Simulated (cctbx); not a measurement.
# What is wrong with this refinement?

Cell a = 10.4870 Å, b = 10.4910 Å, c = 11.9600 Å, α = 101.35°, β = 103.80°, γ = 110.54°; space group P-1 (no. 2). The compound is SnTe7I6.

Simulated single-crystal data (cctbx): Cu Kα, λ = 1.54184 Å, to d = 0.83 Å, 50 % of the full sphere, strongest reflection 70000 counts, noise from counting, a 4 % proportional error and a noise floor of 4 counts (s.d.); no absorption, and some extinction, which the refinements don't model.

An anisotropic refinement with weights 1/σ² prints:

```text
Rint 0.026, 3103 unique reflections to 0.83 A
cycle     R1     wR2    GooF  max shift (A)
   1  0.0687  0.2170   4.407   0.00580
   2  0.0188  0.0490   0.994   0.00000
final R1 0.0188 wR2 0.0490 GooF 0.994  parameters 126  data/parameter 24.6
atom        x        y        z      Ueq    occ   su(xyz)  su(Uiso or U11)
I1     0.67273  0.25130  0.09510   0.0197  1.000  0.00004  0.0002
I2     0.71552  0.98097  0.31079   0.0153  1.000  0.00003  0.0002
I3     0.41266  0.52177  0.15565   0.0172  1.000  0.00004  0.0002
I4     0.11995  0.58314  0.33236   0.0306  1.000  0.00004  0.0002
I5     0.18260  0.33024  0.54643   0.0250  1.000  0.00004  0.0002
I6     0.47362  0.23199  0.38091   0.0157  1.000  0.00003  0.0002
Te1    0.90104  0.24784  0.28694   0.0253  1.000  0.00004  0.0002
Te2    0.28290  0.37620  0.32702   0.0387  1.000  0.00005  0.0002
Te3    0.80289  0.92982  0.98010   0.0127  1.000  0.00003  0.0002
Te4    0.97898  0.67454  0.97592   0.0167  1.000  0.00004  0.0002
Te5    0.24627  0.88030  0.16962   0.0143  1.000  0.00003  0.0002
Te6    0.81801  0.73154  0.13298   0.0216  1.000  0.00004  0.0002
Te7    0.06939  0.98726  0.29634   0.0231  1.000  0.00004  0.0002
Sn1    0.05391  0.15925  0.16253   0.0236  1.000  0.00004  0.0002
difference map: max 0.83 min -0.89 rms 0.19
Q1    0.1990  0.5135  0.0336    2    0.85  2.15 A from Te4
Q2    0.0580  0.4666  0.4213    2    0.69  1.83 A from I4
Q3    0.2622  0.0182  0.4528    2    0.68  2.28 A from Te7
Q4    0.0799  0.9704  0.8709    2    0.65  1.47 A from Sn1
Q5    0.3912  0.3296  0.6141    2    0.64  2.15 A from I5
Q6    0.4769  0.8232  0.3471    2    0.63  2.66 A from I2
```

Q: Accept it or mend it, and why?

It can stand. The set-up had a fault (dispersion terms of the wrong wavelength (0.71073 Å)), but the figures of merit move little: R1 = 0.0188, wR2 = 0.0490, GooF = 0.99 against R1 = 0.0188, wR2 = 0.0488, GooF = 0.99 for the right model.

The compound is SnTe7I6. The right model at the same level gives:

```text
Rint 0.026, 3103 unique reflections to 0.83 A
cycle     R1     wR2    GooF  max shift (A)
   1  0.0669  0.2162   4.390   0.00579
   2  0.0188  0.0488   0.990   0.00000
final R1 0.0188 wR2 0.0488 GooF 0.990  parameters 126  data/parameter 24.6
atom        x        y        z      Ueq    occ   su(xyz)  su(Uiso or U11)
I1     0.67273  0.25131  0.09510   0.0206  1.000  0.00004  0.0002
I2     0.71552  0.98097  0.31079   0.0162  1.000  0.00003  0.0002
I3     0.41266  0.52177  0.15565   0.0181  1.000  0.00004  0.0002
I4     0.11995  0.58314  0.33236   0.0315  1.000  0.00004  0.0002
I5     0.18260  0.33024  0.54643   0.0259  1.000  0.00004  0.0002
I6     0.47363  0.23199  0.38091   0.0166  1.000  0.00003  0.0002
Te1    0.90104  0.24783  0.28695   0.0265  1.000  0.00004  0.0002
Te2    0.28290  0.37620  0.32702   0.0398  1.000  0.00005  0.0002
Te3    0.80289  0.92982  0.98010   0.0138  1.000  0.00003  0.0002
Te4    0.97899  0.67453  0.97592   0.0179  1.000  0.00004  0.0002
Te5    0.24627  0.88030  0.16962   0.0154  1.000  0.00003  0.0002
Te6    0.81801  0.73154  0.13298   0.0227  1.000  0.00004  0.0002
Te7    0.06939  0.98725  0.29634   0.0243  1.000  0.00004  0.0002
Sn1    0.05390  0.15925  0.16253   0.0252  1.000  0.00004  0.0002
difference map: max 0.85 min -0.96 rms 0.19
Q1    0.1990  0.5138  0.0337    2    0.86  2.15 A from Te4
Q2    0.0587  0.4672  0.4208    2    0.70  1.81 A from I4
Q3    0.2624  0.0179  0.4531    2    0.68  2.28 A from Te7
Q4    0.0783  0.9683  0.8680    2    0.66  1.45 A from Sn1
Q5    0.3914  0.3296  0.6145    2    0.66  2.15 A from I5
Q6    0.3876  0.7786  0.0910    2    0.64  2.09 A from I1
```

Isotropic U is held between 0.0001 and 1 Å² by the program, and listed peak heights are interpolated, so they can pass the grid's maximum.

The model was made for the exercise: a known structure type with other elements put in, its volume estimated, not relaxed; displacement parameters are assumed.

[Middle refinement cycles are left out of these outputs.]

[Logs are printed without paths, hosts, clocks, repeated set-up lines and the standing remarks that a program may print on its own settings, such as how far it seeks lower states.]
